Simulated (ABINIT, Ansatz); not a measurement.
**CsCaH3 (Pm-3m): Raman and infrared activity**

Aim: Raman and infrared lines of CsCaH3 (Pm-3m).

Main program and level: ABINIT 10.8.3; DFT LDA, scalar-relativistic, plane waves, PseudoDojo norm-conserving pseudopotentials.

## (1) The structure

The structure is cubic, space group Pm-3m (No. 221). The conventional cell has a = 4.467 Å, b = 4.467 Å, c = 4.467 Å, α = 90.00°, β = 90.00°, γ = 90.00°. Nearest to Cs lie 12 H at 3.16 Å. Ca has 6 H at 2.23 Å nearest. Nearest to H lie 2 Ca at 2.23 Å and 8 H at 3.16 Å and 4 Cs at 3.16 Å. Farther neighbours are not listed.

## (2) Relaxation

The harmonic expansion needs vanishing forces, and a free crystal bears no stress, so cell and atoms are brought to rest. Stress is more sensitive to the basis than forces are: the last 3 Ha under the cutoff are smoothed with ecutsm, and the cutoff is raised above that of the later runs.

The starting cell comes from a relaxation made beforehand in Ansatz (LDA, PseudoDojo NC).

Contents of relax.abi:

```
# relaxation
ionmov 2
optcell 2
dilatmx 1.08
ntime 40
tolmxf 1.0d-05
tolvrs 1.0d-14
prtwf 0
prtden 0
chksymtnons 0

# basis, mesh and filling
ecut 39.0
ecutsm 3.0
ngkpt 6 6 6
nshiftk 1
shiftk 0.0 0.0 0.0
istwfk *1
occopt 1
nband 11
nstep 100
diemac 9.0
prtebands 0
prtgsr 0

# cell and atoms
acell 3*1.0 Angstrom
rprim 
    4.467094694 0.0 0.0
    0.0 4.467094694 0.0
    0.0 0.0 4.467094694
ntypat 3
znucl 55 20 1
natom 5
typat 1 2 3 3 3
xred 
    0.0 0.0 0.0
    0.5 0.5 0.5
    0.5 0.0 0.5
    0.0 0.5 0.5
    0.5 0.5 0.0
pp_dirpath "./pseudo"
pseudos "Cs.upf, Ca.upf, H.upf"
```

Command:

```sh
> OMP_NUM_THREADS=1 mpirun -n 4 abinit relax.abi > relax.log
```

Numbers of over 12 decimals in the logs are rounded to 6 here.

relax.abo, the main output file:

```text
[banners, grids, parts of the stress and lines that vanish by symmetry left out]
- input  file    -> relax.abi
- output file    -> relax.abo
- root for input  files -> relaxi
[...]
Symmetries : space group Pm -3 m (#221); Bravais cP (primitive cubic)
[...]
mpw =        8844          nfft =      157464          nkpt =          20
[...]
== DATASET  1 ==================================================================
[...]
cutoff_energies: {ecut:  39.0, pawecutdg:  -1.0, }
[...]
ETOT  1  -63.845859424007    -6.385E+01 3.477E-02 5.213E+02
 ETOT  2  -63.916386041081    -7.053E-02 1.052E-04 2.946E+01
 ETOT  3  -63.918161143089    -1.775E-03 7.576E-05 3.181E+00
 ETOT  4  -63.918290327049    -1.292E-04 4.153E-06 6.003E-02
 ETOT  5  -63.918296922956    -6.596E-06 2.623E-07 3.716E-03
[...]
At SCF step   14       vres2   =  1.32E-15 < tolvrs=  1.00E-14 =>converged.
[...]
sigma(1 1)=  1.17949607E-07  sigma(3 2)=  0.00000000E+00
  sigma(2 2)=  1.17949607E-07  sigma(3 1)=  0.00000000E+00
  sigma(3 3)=  1.17949607E-07  sigma(2 1)=  0.00000000E+00
[...]
convergence: {deltae: -3.148E-12, res2:  1.325E-15, residm:  1.174E-17, diffor: null, }
etotal    :  -6.39182973E+01
[...]
ETOT  1  -63.918297317749    -6.392E+01 1.399E-11 9.933E-06
[...]
At SCF step    7       vres2   =  5.56E-15 < tolvrs=  1.00E-14 =>converged.
[...]
sigma(1 1)=  1.07738012E-07  sigma(3 2)=  0.00000000E+00
  sigma(2 2)=  1.07738012E-07  sigma(3 1)=  0.00000000E+00
  sigma(3 3)=  1.07738012E-07  sigma(2 1)=  0.00000000E+00
[...]
convergence: {deltae:  9.329E-12, res2:  5.564E-15, residm:  4.486E-18, diffor: null, }
etotal    :  -6.39182973E+01
[...]
ETOT  1  -63.918297252913    -6.392E+01 8.359E-08 1.106E-03
[...]
ETOT  9  -63.918297322101     9.386E-12 2.473E-18 1.173E-14
 ETOT 10  -63.918297322110    -8.555E-12 1.985E-19 7.935E-16
 At SCF step   10       vres2   =  7.94E-16 < tolvrs=  1.00E-14 =>converged.
[...]
sigma(1 1)=  1.79709038E-11  sigma(3 2)=  0.00000000E+00
  sigma(2 2)=  1.79709056E-11  sigma(3 1)=  0.00000000E+00
  sigma(3 3)=  1.79709021E-11  sigma(2 1)=  0.00000000E+00
[...]
convergence: {deltae: -8.555E-12, res2:  7.935E-16, residm:  1.985E-19, diffor: null, }
etotal    :  -6.39182973E+01
[...]
At Broyd/MD step   3, gradients are converged :
[...]
sigma(1 1)=  1.79709038E-11  sigma(3 2)=  0.00000000E+00
  sigma(2 2)=  1.79709056E-11  sigma(3 1)=  0.00000000E+00
  sigma(3 3)=  1.79709021E-11  sigma(2 1)=  0.00000000E+00
[...]
- sigma(1 1)=  5.28722245E-07  sigma(3 2)=  0.00000000E+00
- sigma(2 2)=  5.28722296E-07  sigma(3 1)=  0.00000000E+00
- sigma(3 3)=  5.28722194E-07  sigma(2 1)=  0.00000000E+00
[...]
fcart     -0.0000000000E+00 -0.0000000000E+00 -0.0000000000E+00
           strten      1.7970903845E-11  1.7970905580E-11  1.7970902110E-11
================================================================================

[key lines of the parts left out:]
pressure_GPa:  -5.2872E-07
Total energy (etotal) [Ha]= -6.39182973221095E+01
```

The job ended after 48 s (4 MPI ranks of Arm Neoverse V2, shared host; 3.2 min of CPU time).

Little changed from the start: no atom moved by 0.005 Å and no cell edge by 0.1 %.

This step gave:

```yaml
volume_per_atom: 17.83 Å³
pressure: -5.29e-7 GPa
```

## (3) Ground state

The response is built on these wavefunctions, so the potential is converged far more tightly than an energy would need. The mesh is shifted off Γ, since shifted meshes converge sums over the zone faster.

Contents of gs.abi:

```
# ground state
tolvrs 1.0d-16
prtden 1
prtwf 1

# basis, mesh and filling
ecut 31.0
ngkpt 6 6 6
nshiftk 1
shiftk 0.5 0.5 0.5
istwfk *1
occopt 1
nband 11
nstep 100
diemac 9.0
prtebands 0
prtgsr 0

# cell and atoms
acell 3*1.0 Angstrom
rprim 
    4.466912141 0.0 0.0
    0.0 4.466912141 0.0
    0.0 0.0 4.466912141
ntypat 3
znucl 55 20 1
natom 5
typat 1 2 3 3 3
xred 
    0.0 0.0 0.0
    0.5 0.5 0.5
    0.5 0.0 0.5
    0.0 0.5 0.5
    0.5 0.5 0.0
pp_dirpath "./pseudo"
pseudos "Cs.upf, Ca.upf, H.upf"
```

Command:

```sh
> OMP_NUM_THREADS=1 mpirun -n 4 abinit gs.abi > gs.log
```

gs.abo, the main output file:

```text
[banners, grids, parts of the stress and lines that vanish by symmetry left out]
- input  file    -> gs.abi
- output file    -> gs.abo
- root for input  files -> gsi
[...]
Symmetries : space group Pm -3 m (#221); Bravais cP (primitive cubic)
[...]
mpw =        4967          nfft =       91125          nkpt =          10
[...]
== DATASET  1 ==================================================================
[...]
cutoff_energies: {ecut:  31.0, pawecutdg:  -1.0, }
[...]
ETOT  1  -63.831256685520    -6.383E+01 7.903E-02 2.787E+02
 ETOT  2  -63.916516895047    -8.526E-02 5.910E-04 1.772E+01
 ETOT  3  -63.917932362503    -1.415E-03 5.394E-05 1.788E+00
 ETOT  4  -63.918061758490    -1.294E-04 3.197E-06 3.513E-02
 ETOT  5  -63.918068533011    -6.775E-06 3.388E-07 1.617E-03
[...]
ETOT 14  -63.918068847388    -4.761E-13 2.871E-18 1.067E-15
 ETOT 15  -63.918068847390    -1.805E-12 4.404E-19 3.307E-17
 At SCF step   15       vres2   =  3.31E-17 < tolvrs=  1.00E-16 =>converged.
[...]
sigma(1 1)=  3.26015640E-06  sigma(3 2)=  0.00000000E+00
  sigma(2 2)=  3.26015640E-06  sigma(3 1)=  0.00000000E+00
  sigma(3 3)=  3.26015640E-06  sigma(2 1)=  0.00000000E+00
[...]
convergence: {deltae: -1.805E-12, res2:  3.307E-17, residm:  4.404E-19, diffor: null, }
etotal    :  -6.39180688E+01
[...]
sigma(1 1)=  3.26015640E-06  sigma(3 2)=  0.00000000E+00
  sigma(2 2)=  3.26015640E-06  sigma(3 1)=  0.00000000E+00
  sigma(3 3)=  3.26015640E-06  sigma(2 1)=  0.00000000E+00
[...]
- sigma(1 1)=  9.59171127E-02  sigma(3 2)=  0.00000000E+00
- sigma(2 2)=  9.59171127E-02  sigma(3 1)=  0.00000000E+00
- sigma(3 3)=  9.59171127E-02  sigma(2 1)=  0.00000000E+00
[...]
fcart     -0.0000000000E+00 -0.0000000000E+00 -0.0000000000E+00
           strten      3.2601563967E-06  3.2601563967E-06  3.2601563967E-06
================================================================================

[key lines of the parts left out:]
pressure_GPa:  -9.5917E-02
```

Elapsed: 10 s, on 4 MPI ranks.

Read from the output:

* pressure: -0.09592 GPa

The cell stands at -0.096 GPa, close enough for phonons.

## (4) The gap at rest

Empty bands on the ground state's density check that the gap assumed so far is there in this cell.

Contents of gap.abi:

```
# empty bands on the ground state's density
iscf -2
getden_filepath "gso_DEN"
tolwfr 1.0d-12
nbdbuf 2
prtwf 0

# basis, mesh and filling
ecut 31.0
ngkpt 6 6 6
nshiftk 1
shiftk 0.0 0.0 0.0
istwfk *1
occopt 1
nband 15
nstep 100
diemac 9.0
prtebands 0
prtgsr 0

# cell and atoms
acell 3*1.0 Angstrom
rprim 
    4.466912141 0.0 0.0
    0.0 4.466912141 0.0
    0.0 0.0 4.466912141
ntypat 3
znucl 55 20 1
natom 5
typat 1 2 3 3 3
xred 
    0.0 0.0 0.0
    0.5 0.5 0.5
    0.5 0.0 0.5
    0.0 0.5 0.5
    0.5 0.5 0.0
pp_dirpath "./pseudo"
pseudos "Cs.upf, Ca.upf, H.upf"
```

Command:

```sh
> OMP_NUM_THREADS=1 mpirun -n 4 abinit gap.abi > gap.log
```

gap.abo, the main output file:

```text
[banners, grids, parts of the stress and lines that vanish by symmetry left out]
- input  file    -> gap.abi
- output file    -> gap.abo
- root for input  files -> gapi
[...]
Symmetries : space group Pm -3 m (#221); Bravais cP (primitive cubic)
[...]
mpw =        4984          nfft =       91125          nkpt =          20
[...]
== DATASET  1 ==================================================================
[...]
cutoff_energies: {ecut:  31.0, pawecutdg:  -1.0, }
[...]
-outvars: echo values of variables after computation
            acell      1.8897261259E+00  1.8897261259E+00  1.8897261259E+00 Bohr
================================================================================
```

It took 18 s on 4 MPI ranks; 70 s of CPU time.

This step gave:

```yaml
gap_on_the_k_mesh: 2.667 eV
```

In this cell the gap on the mesh is 2.7 eV, direct, so fixed occupations hold.

## (5) Linear response at Γ

The derivative of the wavefunctions by k comes first, since the response to a field is built on it; then the field and the displacements that symmetry doesn't supply are solved at q = 0. By the 2n+1 theorem the first-order wavefunctions also give third derivatives: Raman tensors and the non-linear susceptibility.

It reads the wavefunctions written in step 3.

Contents of dfpt_gamma.abi:

```
ndtset 3

# common to the responses
getwfk_filepath "gso_WFK"
kptopt 2
nqpt 1
qpt 0.0 0.0 0.0
asr 0
chneut 0

# d/dk
rfelfd1 2
rfdir1 1 1 1
iscf1 -3
tolwfr1 1.0d-20

# displacements, field
rfphon2 1
rfatpol2 1 5
rfdir2 1 1 1
rfelfd2 3
getddk2 1
tolvrs2 1.0d-10
prepanl2 1
prtden2 1

# third order
optdriver3 5
getden_filepath3 "gso_DEN"
get1den3 2
get1wf3 2
getddk3 1
d3e_pert1_elfd3 1
d3e_pert1_phon3 1
d3e_pert1_atpol3 1 5
d3e_pert1_dir3 1 1 1
d3e_pert2_elfd3 1
d3e_pert2_dir3 1 1 1
d3e_pert3_elfd3 1
d3e_pert3_dir3 1 1 1
usepead3 1
tolvrs3 1.0d-10

# basis, mesh and filling
ecut 31.0
ngkpt 6 6 6
nshiftk 1
shiftk 0.5 0.5 0.5
istwfk *1
occopt 1
nband 11
nstep 100
diemac 9.0
prtebands 0
prtgsr 0

# cell and atoms
acell 3*1.0 Angstrom
rprim 
    4.466912141 0.0 0.0
    0.0 4.466912141 0.0
    0.0 0.0 4.466912141
ntypat 3
znucl 55 20 1
natom 5
typat 1 2 3 3 3
xred 
    0.0 0.0 0.0
    0.5 0.5 0.5
    0.5 0.0 0.5
    0.0 0.5 0.5
    0.5 0.5 0.0
pp_dirpath "./pseudo"
pseudos "Cs.upf, Ca.upf, H.upf"
```

Command:

```sh
> OMP_NUM_THREADS=1 mpirun -n 4 abinit dfpt_gamma.abi > dfpt_gamma.log
```

dfpt_gamma.abo, the main output file:

```text
[banners, grids, parts of the stress and lines that vanish by symmetry left out]
- input  file    -> dfpt_gamma.abi
- output file    -> dfpt_gamma.abo
- root for input  files -> dfpt_gammai
[...]
DATASET    1 : space group Pm -3 m (#221); Bravais cP (primitive cubic)
[...]
nfft =       91125          nkpt =         108
[...]
DATASET    2 : space group Pm -3 m (#221); Bravais cP (primitive cubic)
[...]
nfft =       91125          nkpt =         108
[...]
DATASET    3 : space group Pm -3 m (#221); Bravais cP (primitive cubic)
[...]
mpw =        4967          nfft =       91125          nkpt =         108
[...]
== DATASET  1 ==================================================================
[...]
cutoff_energies: {ecut:  31.0, pawecutdg:  -1.0, }
[...]
-  1.00000   1.00000  180309                  znucl, zion, pspdat
[...]
Perturbation : derivative vs k along direction   1
[...]
-ETOT  1  -12.184643101856     -1.218E+01 9.461E-02 0.000E+00
 ETOT  2  -12.258301132402     -7.366E-02 4.787E-03 0.000E+00
 ETOT  3  -12.260569017559     -2.268E-03 2.254E-04 0.000E+00
 ETOT  4  -12.260682097344     -1.131E-04 1.794E-05 0.000E+00
 ETOT  5  -12.260688549359     -6.452E-06 8.940E-07 0.000E+00
[...]
At SCF step   18   max residual=  1.00E-20 < tolwfr=  1.00E-20 =>converged.
[...]
Perturbation : derivative vs k along direction   2
[...]
-ETOT  1  -12.184334907142     -1.218E+01 9.461E-02 0.000E+00
[...]
At SCF step   18   max residual=  1.00E-20 < tolwfr=  1.00E-20 =>converged.
[...]
Perturbation : derivative vs k along direction   3
[...]
-ETOT  1  -12.184643111871     -1.218E+01 9.461E-02 0.000E+00
[...]
At SCF step   18   max residual=  1.00E-20 < tolwfr=  1.00E-20 =>converged.
[...]
1        1       1.0465323388    0.0000000000
     1        2       0.0000000000    0.0000000000
     1        3       0.0000000000    0.0000000000
     2        1       0.0000000000    0.0000000000
     2        2       1.0465323388    0.0000000000
     2        3       0.0000000000    0.0000000000
     3        1       0.0000000000    0.0000000000
     3        2       0.0000000000    0.0000000000
     3        3       1.0465323388   -0.0000000000
[...]
== DATASET  2 ==================================================================
[...]
cutoff_energies: {ecut:  31.0, pawecutdg:  -1.0, }
[...]
Perturbation : displacement of atom   1   along direction   1
[...]
-ETOT  1   1.576160     -6.878E+02 1.574E+00 7.745E+01
[...]
At SCF step   10       vres2   =  4.66E-12 < tolvrs=  1.00E-10 =>converged.
[...]
Perturbation : displacement of atom   2   along direction   1
[...]
-ETOT  1   8.295758     -3.218E+03 1.285E+01 4.924E+02
[...]
At SCF step   11       vres2   =  1.02E-11 < tolvrs=  1.00E-10 =>converged.
[...]
Perturbation : displacement of atom   3   along direction   1
[...]
-ETOT  1   1.129213     -7.083E+01 1.122E-01 1.958E+03
[...]
At SCF step   11       vres2   =  1.28E-12 < tolvrs=  1.00E-10 =>converged.
[...]
Perturbation : displacement of atom   3   along direction   2
[...]
-ETOT  1   4.231174     -7.214E+01 2.122E-01 2.839E+03
[...]
At SCF step   11       vres2   =  2.35E-11 < tolvrs=  1.00E-10 =>converged.
[...]
Perturbation : homogeneous electric field along direction   1
[...]
-ETOT  1  -70.236565972005     -7.024E+01 2.113E+00 7.653E+03
[...]
At SCF step   12       vres2   =  8.72E-11 < tolvrs=  1.00E-10 =>converged.
[...]
Perturbation : homogeneous electric field along direction   2
[...]
-ETOT  1  -70.233898250329     -7.023E+01 2.113E+00 7.654E+03
[...]
At SCF step   12       vres2   =  7.49E-11 < tolvrs=  1.00E-10 =>converged.
[...]
Perturbation : homogeneous electric field along direction   3
[...]
-ETOT  1  -70.236566003590     -7.024E+01 2.113E+00 7.653E+03
[...]
ETOT 11  -75.345992577887     -7.806E-11 3.529E-11 2.610E-09
 ETOT 12  -75.345992577895     -8.100E-12 3.382E-12 8.696E-11
 At SCF step   12       vres2   =  8.70E-11 < tolvrs=  1.00E-10 =>converged.
[...]
Dielectric tensor, in cartesian coordinates,
[...]
1    7   1    7         3.8412143215        -0.0000000000
   1    7   2    7        -0.0000000000        -0.0000000000
   1    7   3    7        -0.0000000000        -0.0000000000
   2    7   1    7        -0.0000000000        -0.0000000000
   2    7   2    7         3.8412143215        -0.0000000000
   2    7   3    7        -0.0000000000        -0.0000000000
   3    7   1    7        -0.0000000000        -0.0000000000
   3    7   2    7        -0.0000000000        -0.0000000000
   3    7   3    7         3.8412143215        -0.0000000000
  Effective charges, in cartesian coordinates,
[...]
1    1   1    7         1.0923687073         0.0000000000
   2    1   1    7         0.0000000000         0.0000000000
   3    1   1    7         0.0000000000         0.0000000000
   1    2   1    7         1.9252231510         0.0000000000
   2    2   1    7         0.0000000000         0.0000000000
[...]
Effective charges, in cartesian coordinates,
[...]
2    7   1    5         0.0000000000         0.0000000000
   3    7   1    5         0.0000000000         0.0000000000
   1    7   2    5         0.0000000000         0.0000000000
   2    7   2    5        -0.9610587712         0.0000000000
   3    7   2    5         0.0000000000         0.0000000000
   1    7   3    5         0.0000000000         0.0000000000
   2    7   3    5         0.0000000000         0.0000000000
   3    7   3    5        -1.0951591656         0.0000000000
  Phonon wavevector (reduced coordinates) :  0.00000  0.00000  0.00000
 Phonon energies in Hartree :
[...]
Phonon frequencies in cm-1    :
- -5.901571E-01 -5.901569E-01 -5.901563E-01  1.174046E+02  1.174046E+02
-  1.174046E+02  4.340902E+02  4.340902E+02  4.340902E+02  4.624111E+02
-  4.624111E+02  4.624111E+02  1.110317E+03  1.110317E+03  1.110317E+03
  Phonon at Gamma, with non-analyticity in the
[...]
Phonon energies in Hartree :
[...]
Phonon frequencies in cm-1    :
- -5.901571E-01 -5.901569E-01 -5.901331E-01  1.174046E+02  1.174046E+02
-  1.180625E+02  4.340902E+02  4.340902E+02  4.340902E+02  4.624111E+02
-  4.624111E+02  6.814382E+02  1.110317E+03  1.110317E+03  1.196296E+03
  Phonon at Gamma, with non-analyticity in the
[...]
Phonon energies in Hartree :
[...]
Phonon frequencies in cm-1    :
- -5.901571E-01 -5.901563E-01 -5.901336E-01  1.174046E+02  1.174046E+02
-  1.180625E+02  4.340902E+02  4.340902E+02  4.340902E+02  4.624111E+02
-  4.624111E+02  6.814382E+02  1.110317E+03  1.110317E+03  1.196296E+03
  Phonon at Gamma, with non-analyticity in the
[...]
Phonon energies in Hartree :
[...]
Phonon frequencies in cm-1    :
- -5.901569E-01 -5.901563E-01 -5.901338E-01  1.174046E+02  1.174046E+02
-  1.180625E+02  4.340902E+02  4.340902E+02  4.340902E+02  4.624111E+02
-  4.624111E+02  6.814382E+02  1.110317E+03  1.110317E+03  1.196296E+03
[...]
== DATASET  3 ==================================================================
[...]
cutoff_energies: {ecut:  31.0, pawecutdg:  -1.0, }
[...]
1          1       -0.000000000       -0.000000000       -0.000000000
[...]
1          2       -0.000000000       -0.000000000       -0.000000000
[...]
1          3       -0.000000000       -0.000000000       -0.000000000
[...]
2          1       -0.000000000       -0.000000000       -0.000000000
[...]
2          2       -0.000000000       -0.000000000       -0.000000000
[...]
2          3       -0.000000000       -0.000000000       -0.000000000
[...]
3          1       -0.000000000       -0.000000000       -0.000000000
[...]
3          2       -0.000000000       -0.000000000       -0.000000000
[...]
3          3       -0.000000000       -0.000000000       -0.000000000
[...]
4          1       -0.000000000       -0.000000000       -0.000000000
[...]
4          2       -0.000000000       -0.000000000       -0.000000000
[...]
4          3       -0.000000000       -0.000000000       -0.000000000
[...]
5          1       -0.000000000       -0.000000000       -0.000000000
[...]
5          2       -0.000000000       -0.000000000       -0.000000000
[...]
5          3       -0.000000000       -0.000000000       -0.000000000
[...]
strten2     0.0000000000E+00  0.0000000000E+00  0.0000000000E+00
           strten3     0.0000000000E+00  0.0000000000E+00  0.0000000000E+00
================================================================================
```

Wall time 9.9 min (4 MPI ranks).

This step gave:

```yaml
miss_of_the_charge_sum_rule: 3.15e-4 e
largest_acoustic_frequency_at_the_zone_centre_before_the_sum_rule: -0.59 cm⁻¹
highest_optical_zone_centre_mode_no_lo_to_term: 1110 cm⁻¹
lowest_optical_zone_centre_mode: 117.4 cm⁻¹
mean_high_frequency_dielectric_constant: 3.841
largest_born_charge_in_size_third_of_the_trace: 1.925 e
```

Born charge (rows field, columns displacement), before the sum rule (e), principal values of the symmetric part by kind of site:

```tsv
atom	atoms with these values	low	middle	high	mean
Cs1	1	1.09	1.09	1.09	1.09
Ca2	1	1.93	1.93	1.93	1.93
H3	3	-1.10	-0.96	-0.96	-1.01
```

In full for H3:

```
-0.96  0.00  0.00
 0.00 -1.10  0.00
 0.00  0.00 -0.96
```

High-frequency dielectric tensor:

```
3.84 0.00 0.00
0.00 3.84 0.00
0.00 0.00 3.84
```

The acoustic modes at Γ come out as far as 0.6 cm⁻¹ from zero, where they should vanish, a small numerical error; the Born charges miss their sum rule by 3.2e-4 e, which is good.

(Continued in part 2 of 3.)

[Host names and launcher messages were left out of these logs when they were recorded.]

[Logs are printed without paths, hosts, clocks, repeated set-up lines and the standing remarks that a program may print on its own settings, such as how far it seeks lower states.]

[Hosts, paths, dates, database ids (printed as entryN), source tags and the programs' standing remarks are cut or masked in the printed files.]
